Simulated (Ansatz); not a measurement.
## NaHgF3 (built on the sites of a database entry of KHgF3): following an unstable mode

Which phase does NaHgF3 (built on the sites of a database entry of KHgF3) fall into along its unstable mode, and how much energy does it gain?

Method: DFT PBEsol, scalar-relativistic, plane waves, norm-conserving pseudopotentials, in Ansatz 0.2.0.

The structure was built from a prototype and need not be the compound's stable phase.

### 1. The starting structure

Symmetry: Pm-3m, No. 221, cubic system. Conventional cell: a = 4.487 Å, b = 4.487 Å, c = 4.487 Å, α = 90.00°, β = 90.00°, γ = 90.00°. Nearest to Na lie 12 F at 3.17 Å. Nearest to Hg lie 6 F at 2.24 Å. Nearest to F lie 2 Hg at 2.24 Å. Farther neighbours and most contacts between anions are not listed.

### 2. Zone-centre response

The cell comes from relaxations at this level that are not shown. The zone centre is the only wavevector solved here; it holds the modes that light can see, as far as symmetry allows. No field response is asked.

Input file input.yaml:

```yaml
crystal:
  lattice:
    - [3.1727838361, -3.1731176919, 0.0]
    - [3.1727838361, 3.1731176919, 0.0]
    - [0.0, 0.0, 4.4879394888]
  atoms:
    - { symbol: Na, position: [0.0, 0.0, 0.5] }
    - { symbol: Hg, position: [0.5, 0.5, 0.0] }
    - { symbol: F, position: [0.5, 0.5, 0.5] }
    - { symbol: F, position: [0.5, 0.0, 0.0] }
    - { symbol: F, position: [0.0, 0.5, 0.0] }
kpoints:
  mp_grid: { grid: [8, 8, 8] }
hamiltonian:
  xc: pbesol
  pseudopotentials: { kind: nc }
scf:
  occupations: { method: gaussian, width: 0.01 }
output:
  eigenvalues: true
phonons:
  method: dfpt
```

The run is started by

```sh
> ansatz run input.yaml --threads 4 --pin off --max-ram 14336MiB --backend cpu --events-out ev --progress --plain --runs-dir out
```

Numbers of over 12 decimals in the logs are rounded to 6 here.

Log:

```text
zone centre: on kpoints.mp_grid the ground state, and the responses unless they are solved on pairs of k-points, stand on 170 of the mesh's 512 k-points, reduced under 4 symmetry operations, with k and −k counted as one. Each operation leaves every solved displacement unchanged or reverses it
Engine: ansatz 0.2.0, x86_64-unknown-linux-gnu
Pseudopotentials: kind: nc
Pseudopotential: Na, nc, valence charge 9, recommended cutoff 1197.300995 eV (normal), Na.nc.azcp (PseudoDojo's, or run here from an input of PseudoDojo's: the run reads no file of this project's for it)
Pseudopotential: Hg, nc, valence charge 20, recommended cutoff 897.975746 eV (normal), Hg.nc.azcp (PseudoDojo's, or run here from an input of PseudoDojo's: the run reads no file of this project's for it)
Pseudopotential: F, nc, valence charge 7, recommended cutoff 1142.878222 eV (normal), F.nc.azcp (PseudoDojo's, or run here from an input of PseudoDojo's: the run reads no file of this project's for it)
Functional definition: PBEsol
  exchange = pbesol_x
  correlation = pbesol_c
Crystal: 5 atoms, lattice volume = 90.366 Å³
Basis set: ecut = 1197.300995 eV, 8409 PW (Γ), exchange–correlation on 108×108×108 points (8 copies of the dense FFT grid, shifted against one another)
Bands: 30, of which v1, the nominal top of the filled ones, is band 25 counted from 1 (24 counted from 0)
Symmetry: 8 space group operations
k-points: 170 of 512 (irreducible under 4 space group operations)
Non-local potential: Na, projectors of the file, l = 0: 2, l = 1: 2
Non-local potential: Hg, projectors of the file, l = 0: 2, l = 1: 2, l = 2: 2, l = 3: 1
Non-local potential: F, projectors of the file, l = 0: 2, l = 1: 2, l = 2: 1
Initial density: superposition of atomic densities (chi_scale 0.1, normalization cell, long waves kept (reshape's long-wave potential 0.02 eV rms))
Initial wavefunctions: pseudopotential atomic-orbital guess
Functional: x = pbesol(κ = 0.804, μ = 0.123457), c = pbesol(β = 0.046)
SCF iter   1: F=—  HF=-7788.545815 eV  |F-HF|=—  |Δ(HF+E_count)|=         —  Δρ=1.86e-1  dr2=2.54e1  ethr=3.10e-3  ⟨swp⟩=7.5  Hψ=27163  notcnv=0
preconditioner: auto → LDOS  [insulator: Δε(μ)=0.032 eV  Ē_g=13.143 eV  σ=0.010 eV  W_gap=0.57  n_scr=26 (ndim 8)  ℏωp=22.8 eV  f_vac=0.237  D(μ)=4.38/eV (n_scr^D=32)  ε∞_Penn≈4.0  β→1.0]
SCF iter   2: F=—  HF=-7784.058042 eV  |F-HF|=—  |Δ(HF+E_count)|=    4.49e0  Δρ=1.36e-1  dr2=8.82e0  ethr=3.10e-3  ⟨swp⟩=4.1  Hψ=12725  notcnv=0  defer=162
preconditioner: auto → Resta (q_TF=auto, 2.472 Å⁻¹)  ε∞=3.2  [insulator: Δε(μ)=0.142 eV  Ē_g=16.510 eV  σ=0.010 eV  W_gap=1.00  n_scr=26 (ndim 8)  ℏωp=24.7 eV  f_vac=0.224  D(μ)=0.00/eV (n_scr^D=0)  ε∞_Penn≈3.2  β→0.5]
SCF iter   3: F=—  HF=-7780.661874 eV  |F-HF|=—  |Δ(HF+E_count)|=    3.40e0  Δρ=4.18e-2  dr2=8.14e-1  ethr=3.10e-3  ⟨swp⟩=3.9  Hψ=14265  notcnv=0  defer=170
SCF iter   4: F=—  HF=-7780.381541 eV  |F-HF|=—  |Δ(HF+E_count)|=   2.80e-1  Δρ=7.95e-3  dr2=6.16e-2  ethr=1.63e-3  ⟨swp⟩=2.4  Hψ=9339  notcnv=0  defer=170
SCF iter   5: F=—  HF=-7780.373374 eV  |F-HF|=—  |Δ(HF+E_count)|=   8.17e-3  Δρ=3.43e-3  dr2=1.14e-2  ethr=1.23e-4  ⟨swp⟩=2.4  Hψ=10007  notcnv=0  defer=173
SCF iter   6: F=—  HF=-7780.375504 eV  |F-HF|=—  |Δ(HF+E_count)|=   2.13e-3  Δρ=2.86e-3  dr2=5.10e-3  ethr=2.28e-5  ⟨swp⟩=3.1  Hψ=9060  notcnv=0  defer=170
SCF iter   7: F=—  HF=-7780.375259 eV  |F-HF|=—  |Δ(HF+E_count)|=   2.46e-4  Δρ=6.58e-4  dr2=2.60e-4  ethr=1.02e-5  ⟨swp⟩=2.8  Hψ=8693  notcnv=0  defer=170
SCF iter   8: F=—  HF=-7780.375610 eV  |F-HF|=—  |Δ(HF+E_count)|=   3.51e-4  Δρ=1.27e-4  dr2=1.46e-5  ethr=5.20e-7  ⟨swp⟩=2.2  Hψ=9823  notcnv=0  defer=170
SCF iter   9: F=—  HF=-7780.375651 eV  |F-HF|=—  |Δ(HF+E_count)|=   4.08e-5  Δρ=1.93e-5  dr2=2.32e-7  ethr=2.92e-8  ⟨swp⟩=2.0  Hψ=9071  notcnv=0  defer=170
SCF iter  10: F=—  HF=-7780.376036 eV  |F-HF|=—  |Δ(HF+E_count)|=   3.85e-4  Δρ=4.30e-6  dr2=9.79e-9  ethr=4.63e-10  ⟨swp⟩=2.0  Hψ=8862  notcnv=0  defer=170
SCF iter  11: F=—  HF=-7780.376036 eV  |F-HF|=—  |Δ(HF+E_count)|=   2.46e-8  Δρ=1.57e-6  dr2=1.20e-9  ethr=1.96e-11  ⟨swp⟩=2.0  Hψ=9147  notcnv=0  defer=170
SCF iter  12: F=—  HF=-7780.376036 eV  |F-HF|=—  |Δ(HF+E_count)|=  1.36e-10  Δρ=2.46e-7  dr2=2.86e-11  ethr=2.40e-12  ⟨swp⟩=2.0  Hψ=9161  notcnv=0  defer=170
SCF iter  13: F=-7780.376036 eV  HF=-7780.376036 eV  |F-HF|=2.73e-12  |Δ(HF+E_count)|=  7.28e-11  Δρ=5.59e-8  dr2=1.41e-12  ethr=1.00e-12  ⟨swp⟩=15.7  Hψ=35055  notcnv=0
the search or the solves at the SCF's close seem to have found levels that the self-consistency loop had missed (the run counts 1). By its estimate they hold under 1e-12 electrons; where the run keeps them, the occupations were computed again with them
SCF 1 converged in 13 iterations: F = -7780.376036 eV  dr2 = 1.41e-12
DFPT response loops at Γ: preconditioner auto → none (the input reference at scf.mixing.eps_inf says where Resta's filter doesn't serve); β = 0.50; Broyden in place of MSR1
SCF converged after 13 iterations
Free energy (F): -7780.376036 eV
Harris-Foulkes:  -7780.376036 eV  (|F-HF|=2.73e-12)
Internal energy: -7780.376036 eV  (E = F + TS)
E sigma→0 (E₀):  -7780.376036 eV
Fermi energy:    3.867319 eV
--- Per-component energies (eV) ---
  E_band       = -879.808931
  E_kinetic    = 3372.774748
  E_local      = -7987.217272  (includes V_loc(G=0)·N_el)
  E_nonlocal   = -453.879913
  E_hartree    = 2740.229434
  E_xc         = -1372.929502
  E_vxc        = -1291.945394  (∫ρ·V_xc dr)
  E_ewald      = -4079.353531
  E_smearing   = -0.000000  (= −TS)
  E_closure    = -0.000000  (closes the sum)
  Σ components = -7780.376036   (vs F -7780.376036, Δ=0.00e0)
--- Band table (eV; the first three rows and the last of 170) ---
  k-point 0: bands = [... 21 lower, 0.9309, 0.9750, 0.9756, 0.9758, 3.9828, 8.7644, 13.3239, 13.3257, ... 1 higher]
  k-point 1: bands = [... 21 lower, 0.9619, 1.0153, 1.0442, 1.0443, 4.3025, 8.8352, 12.3892, 13.3709, ... 1 higher]
  k-point 2: bands = [... 21 lower, 0.9524, 1.2287, 1.2288, 1.2909, 5.1427, 8.9206, 11.6601, 13.5171, ... 1 higher]
  k-point 169: bands = [... 21 lower, 1.4604, 1.4605, 3.7499, 3.7510, 9.5198, 9.9640, 11.2310, 11.2313, ... 1 higher]
--- Phonons (Γ-DFPT): 12 representative perturbations + reference, on 170 of 512 k-points (Σ response iterations 45) ---
  k mesh reduced under 4 symmetry operations, with k and −k counted as one. Each operation leaves every solved displacement unchanged or reverses it
  ASR residual: 2.115e-2 → 0.000e0 eV/Å²; symmetrization residual: 2.195e-5 eV/Å²
  ASR residual per site (eV/Å²): 2.11e-2 1.69e-4 1.44e-4 1.15e-4 1.15e-4
  Γ frequencies (cm⁻¹): -130.99 -130.98 -130.97 -97.73 -97.71 -97.66 0.00 0.00 0.00 92.12 92.13 92.14 408.05 408.40 408.42
  non-analytic LO–TO correction: not included (Born effective charges unavailable; polar crystals: no LO–TO splitting at Γ)
```

Elapsed: 7.8 min, on 4 threads of Intel Xeon Platinum 8488C (Sapphire Rapids), shared host; peak memory 4.9 GiB; 30 min of CPU time.

The column dr2 measures how far the density is from self-consistency, as an energy; F and HF (Harris–Foulkes) agree once it is small.

This step gave:

| Item | Value |
| --- | --- |
| gap on the k-mesh | 0.2317 eV |
| volume per atom | 18.07 Å³ |
| sum-rule residual before enforcement | 0.02115 eV/Å² |
| point group | mmm |
| highest optical mode at the zone centre (no LO-TO term) | 408.4 cm⁻¹ |
| lowest optical zone-centre mode | -131.0 cm⁻¹ |

Without the LO-TO term. Patterns of degenerate modes are one choice out of their space. Modes at Γ, with each element's share of the kinetic energy (negative means imaginary):

```
mode  frequency (cm⁻¹)  symmetry  Na %  Hg %  F %
   1            -131.0       T1u    58     0   42
   2            -131.0       T1u    58     0   42
   3            -131.0       T1u    58     0   42
   4             -97.7       T2u     0     0  100
   5             -97.7       T2u     0     0  100
   6             -97.7       T2u     0     0  100
   7               0.0  acoustic     8    71   20
   8               0.0  acoustic     8    71   20
   9               0.0  acoustic     8    71   20
  10              92.1       T1u    34    22   44
  11              92.1       T1u    34    22   44
  12              92.1       T1u    34    22   44
  13             408.1       T1u     0     6   94
  14             408.4       T1u     0     6   94
  15             408.4       T1u     0     6   94
```

Displacements in mode 2 (-131.0 cm⁻¹), the largest set to 1:
```
Na1  0.00  0.00  1.00
Hg2  0.00  0.00  0.02
F3   0.00  0.00 -0.07
F4   0.00  0.00 -0.66
F5   0.00  0.00 -0.66
```

Displacements in mode 4 (-97.7 cm⁻¹), the largest set to 1:
```
Na1  0.00  0.00  0.00
Hg2  0.00  0.00  0.00
F3   0.00  0.00  0.00
F4   0.00  0.00 -1.00
F5   0.00  0.00  1.00
```

Before it was imposed, the acoustic sum rule was missed by 0.021 eV/Å². Small misses are needed for a sound result but don't prove that mesh and cutoff are converged. The lowest optical mode is imaginary, 131.0i cm⁻¹, so the energy falls along it.

### 3. The mode frozen in, largest atomic shift 0 Å

The mode followed lies at Γ with frequency 131.0i cm⁻¹ and is 3-fold degenerate, the softest among the wavevectors solved. At small amplitude the distorted cell has space group no. 160 by a symmetry search on the positions. The undistorted cell that holds it gives the zero of energy on the same k mesh.

input.yaml: that of step 2 with these lines changed.

```diff
@@ -19,4 +19,4 @@
 output:
+  forces: true
+  stress: true
   eigenvalues: true
-phonons:
-  method: dfpt
```

Log:

```text
[...]
Crystal: 5 atoms, lattice volume = 90.366 Å³
Basis set: ecut = 1197.300995 eV, 8409 PW (Γ), exchange–correlation on 108×108×108 points (8 copies of the dense FFT grid, shifted against one another)
Bands: 30, of which v1, the nominal top of the filled ones, is band 25 counted from 1 (24 counted from 0)
Symmetry: 8 space group operations
[...]
k-points: 105 of 512
[...]
P = ⅓ Tr σ = 0.0014 GPa (0.014 kbar)
--- Band table (eV; the first three rows and the last of 105) ---
  k-point 0: bands = [... 21 lower, 0.9309, 0.9750, 0.9756, 0.9758, 3.9828, 8.7644, 13.3240, 13.3258]
  k-point 1: bands = [... 21 lower, 0.9620, 1.0153, 1.0443, 1.0443, 4.3025, 8.8351, 12.3891, 13.3710]
  k-point 2: bands = [... 21 lower, 0.9524, 1.2288, 1.2289, 1.2909, 5.1427, 8.9206, 11.6601, 13.5172]
  k-point 104: bands = [... 21 lower, 1.4604, 1.4604, 3.7499, 3.7510, 9.5198, 9.9641, 11.2310, 11.2314]
[key lines of the parts left out:]
SCF converged after 10 iterations
Free energy (F): -7780.376036 eV
Fermi energy:    3.867311 eV
```

Run time: 14 s. Hardware: 4 threads; peak memory 1.2 GiB.

This step gave:

```yaml
pressure: 0.001423 GPa
gap_on_the_k_mesh: 0.2318 eV
energy_from_the_undistorted_cell: 0 meV/atom
```

The run ends at a pressure of 0.00 GPa.

### 4. The mode frozen in, largest atomic shift 0.6 Å

The atoms are moved along the unstable eigenvector, the largest shift by 0.6 Å, with the cell fixed.

input.yaml, the sections that differ from step 3:

```yaml
crystal:
  lattice:
    - [3.1727838361, -3.1731176919, 0.0]
    - [3.1727838361, 3.1731176919, 0.0]
    - [0.0, 0.0, 4.4879394888]
  atoms:
    - { symbol: Na, position: [0.0771998083, -0.0772057454, 0.4228285519] }
    - { symbol: Hg, position: [0.5013556001, 0.4986442954, -0.0013621423] }
    - { symbol: F, position: [0.4487917743, 0.551212167, 0.5053176732] }
    - { symbol: F, position: [0.4487841922, 0.0053079726, 0.0512243403] }
    - { symbol: F, position: [-0.0053075639, 0.5512197458, 0.0512243403] }
# kpoints, hamiltonian, scf, output: as in step 3
```

Log:

```text
[...]
--- Band table (eV; the first three rows and the last of 150) ---
  k-point 0: bands = [... 21 lower, 0.8832, 0.9233, 1.1418, 1.1418, 3.8545, 9.0087, 13.0802, 13.0810]
  k-point 1: bands = [... 21 lower, 0.8883, 1.0103, 1.1478, 1.3213, 4.1632, 9.0609, 12.4887, 13.1544]
  k-point 2: bands = [... 21 lower, 0.8982, 1.0988, 1.2063, 1.4661, 4.9394, 9.0787, 11.8577, 13.3573]
  k-point 149: bands = [... 21 lower, 1.2091, 1.2756, 3.1452, 3.1461, 8.4668, 10.1845, 11.1772, 11.1772]
[key lines of the parts left out:]
SCF converged after 10 iterations
Free energy (F): -7780.704962 eV
Fermi energy:    3.502259 eV
P = ⅓ Tr σ = -0.1806 GPa (-1.806 kbar)
```

Run time: 33 s. Hardware: 4 threads; peak memory 1.4 GiB; 2.1 min of CPU time.

Numbers from this step:

```yaml
pressure: -0.1806 GPa
gap_on_the_k_mesh: 0.7045 eV
energy_from_the_undistorted_cell: -65.78 meV/atom
```

The energy, extrapolated to zero smearing, is -65.78 meV/atom against the undistorted cell.

The run ends at a pressure of -0.18 GPa, with forces up to 0.35 eV/Å.

### 5. Energy along the mode, all amplitudes (two of the runs are shown above)

An imaginary frequency means negative curvature, so the energy should fall and then rise again as anharmonic terms take over.

Numbers from this step:

```yaml
depth_at_the_lowest_point_sampled: 65.78 meV/atom
largest_atomic_shift_at_that_point: 0.6 Å
```

Energy from the parent against largest atomic shift:

```
largest atomic shift (Å)  energy from the parent (meV/atom)
                   0.000                                  0
                   0.040                             -0.401
                   0.080                              -1.60
                   0.140                              -4.88
                   0.220                              -11.9
                   0.320                              -24.2
                   0.450                              -44.3
                   0.600                              -65.8
```

Displacement at unit largest shift by atom:

```
atom  x (Å)  y (Å)  z (Å)  size
 Na1   0.00  -0.82  -0.58  1.00
 Hg2   0.00  -0.01  -0.01  0.02
  F3   0.00   0.54   0.04  0.54
  F4  -0.24   0.30   0.38  0.54
  F5   0.24   0.30   0.38  0.54
```

The lowest of the steps tried is the last one, at 0.6 Å, 65.8 meV/atom below the parent; the bottom of the well need not coincide with a step.

[end of part 1 of 3]

[Logs are printed without paths, hosts, clocks, repeated set-up lines and the standing remarks that a program may print on its own settings, such as how far it seeks lower states.]

[Hosts, paths, dates, database ids (printed as entryN), source tags and the programs' standing remarks are cut or masked in the printed files.]
